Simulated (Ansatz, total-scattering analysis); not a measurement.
# formic acid: neutron diffraction with isotope substitution

Two samples of formic acid (18 formic acid; O 40.0, C 20.0, H 40.0 atom %; 310 K, fixed volume (mean pressure 0.6 GPa); ρ₀ = 0.0798 Å⁻³) differ only in the isotope of H: D (b = 6.6681 fm) and H (b = -3.7395 fm). Other lengths: O 5.8037, C 6.6472 fm. The data are simulated by ab initio molecular dynamics with Ansatz (revPBE-D3(BJ), plane waves, PAW default files, Langevin thermostat, no spin, fixed volume, H with the mass of D). The average runs over 0.60 ps of 90 atoms, so shells between rare elements are rough. Mean temperature 319 K, largest m.s.d. 0.77 Å², energy drift -1 meV an atom (last third less first, no steady trend), Langevin friction 10 ps⁻¹; the first quarter of the run is discarded. Start: last frame of a classical run of this cell at the same density and temperature. So short a stretch relaxes bonds and nearest shells but still remembers its start. It is a liquid that moves slowly on the time of the run as far as so short a run tells. The partials come from the cell's reciprocal vectors below 4 Å⁻¹ and from g(r) above; absorption, incoherent and inelastic scattering are left out. F(Q) = Σ ci cj bi bj (Sij − 1), in barn per steradian and atom:

| Q (Å⁻¹) | 2H | 1H | difference |
| --- | --- | --- | --- |
| 0.9 | -0.276 | -0.243 | -0.032 |
| 1.2 | -0.141 | -0.192 | 0.051 |
| 1.5 | 0.073 | -0.078 | 0.151 |
| 1.8 | 0.329 | 0.078 | 0.251 |
| 2.1 | 0.207 | 0.102 | 0.105 |
| 2.4 | 0.022 | 0.094 | -0.071 |
| 2.7 | -0.081 | -0.010 | -0.071 |
| 3.0 | -0.073 | -0.066 | -0.007 |
| 3.3 | -0.095 | -0.086 | -0.008 |
| 3.6 | -0.073 | -0.054 | -0.019 |
| 3.9 | -0.050 | -0.030 | -0.020 |
| 4.2 | -0.051 | -0.016 | -0.036 |
| 4.5 | -0.068 | -0.011 | -0.058 |
| 4.8 | -0.090 | 0.009 | -0.098 |
| 5.1 | -0.079 | 0.038 | -0.116 |
| 5.4 | -0.038 | 0.058 | -0.095 |
| 5.7 | 0.005 | 0.064 | -0.059 |
| 6.0 | 0.032 | 0.059 | -0.027 |
| 6.3 | 0.046 | 0.039 | 0.007 |
| 6.6 | 0.056 | 0.007 | 0.049 |
| 6.9 | 0.069 | -0.018 | 0.087 |
| 7.2 | 0.074 | -0.030 | 0.104 |
| 7.5 | 0.057 | -0.036 | 0.093 |
| 7.8 | 0.022 | -0.039 | 0.061 |
| 8.1 | -0.011 | -0.038 | 0.027 |
| 8.4 | -0.027 | -0.030 | 0.003 |
| 8.7 | -0.030 | -0.018 | -0.013 |
| 9.0 | -0.027 | -0.005 | -0.022 |
| 9.3 | -0.022 | 0.002 | -0.024 |
| 9.6 | -0.017 | 0.006 | -0.023 |
| 9.9 | -0.014 | 0.010 | -0.025 |
| 10.2 | -0.012 | 0.012 | -0.024 |
| 10.5 | -0.008 | 0.013 | -0.020 |
| 10.8 | -0.002 | 0.018 | -0.020 |

The first difference in real space, ΔG(r), in barn (from the pair functions, so without the broadening of a finite Q range):

```
r (Å)  first difference G(r)
 0.50                 -0.351
 0.58                 -0.351
 0.66                 -0.351
 0.74                 -0.351
 0.82                 -0.351
 0.90                 -0.316
 0.98                  1.951
 1.06                  1.501
 1.14                  1.160
 1.22                 -0.341
 1.30                 -0.351
 1.38                 -0.348
 1.46                 -0.322
 1.54                 -0.235
 1.62                 -0.193
 1.70                 -0.198
 1.78                 -0.165
 1.86                  0.124
 1.94                  0.398
 2.02                  0.617
 2.10                  0.136
 2.18                 -0.242
 2.26                 -0.183
 2.34                 -0.080
 2.42                 -0.080
 2.50                 -0.102
 2.58                 -0.136
 2.66                 -0.128
 2.74                 -0.107
 2.82                 -0.030
 2.90                 -0.033
 2.98                 -0.067
 3.06                 -0.063
 3.14                 -0.080
 3.22                 -0.059
 3.30                 -0.044
 3.38                 -0.020
 3.46                  0.006
 3.54                  0.014
```

Q: What does the difference say of the neighbours of H?

Pairs without H cancel. ΔG(r) = Σ W [g(r) − 1] with W = 2 c(H) c(j) b(j) Δb, and c(H)² (b₁² − b₂²) for H–H: H–O 0.1933, H–C 0.1107, H–H 0.0488 barn. At small r, ΔG → −ΣW = -0.353; in this finite cell the H–H term carries (N − 1)/N with N = 36 atoms of H, which gives -0.351.

The first feature holds O–H (1.00 Å, 0.5 neighbours by the coordinates) and C–H (1.10 Å, 0.5 neighbours by the coordinates) together, so its area gives only their weighted sum.

Shells of H from the coordinates: O–H at 1.00 Å, 0.5 neighbours to 1.26 Å; C–H at 1.10 Å, 0.5 neighbours to 1.42 Å; H–H at 2.84 Å, 3.7 neighbours to 3.27 Å, a soft count (first peaks with a usable minimum only). Counts average over all H, whatever molecule they sit on, and second peaks of a pair (H two bonds away, hydrogen bonds) add features between 1.5 and 2.5 Å that aren't listed. The structure is taken to be the same for both isotopes, which holds least well for H and D.

[Logs are printed without paths, hosts, clocks, repeated set-up lines and the standing remarks that a program may print on its own settings, such as how far it seeks lower states.]
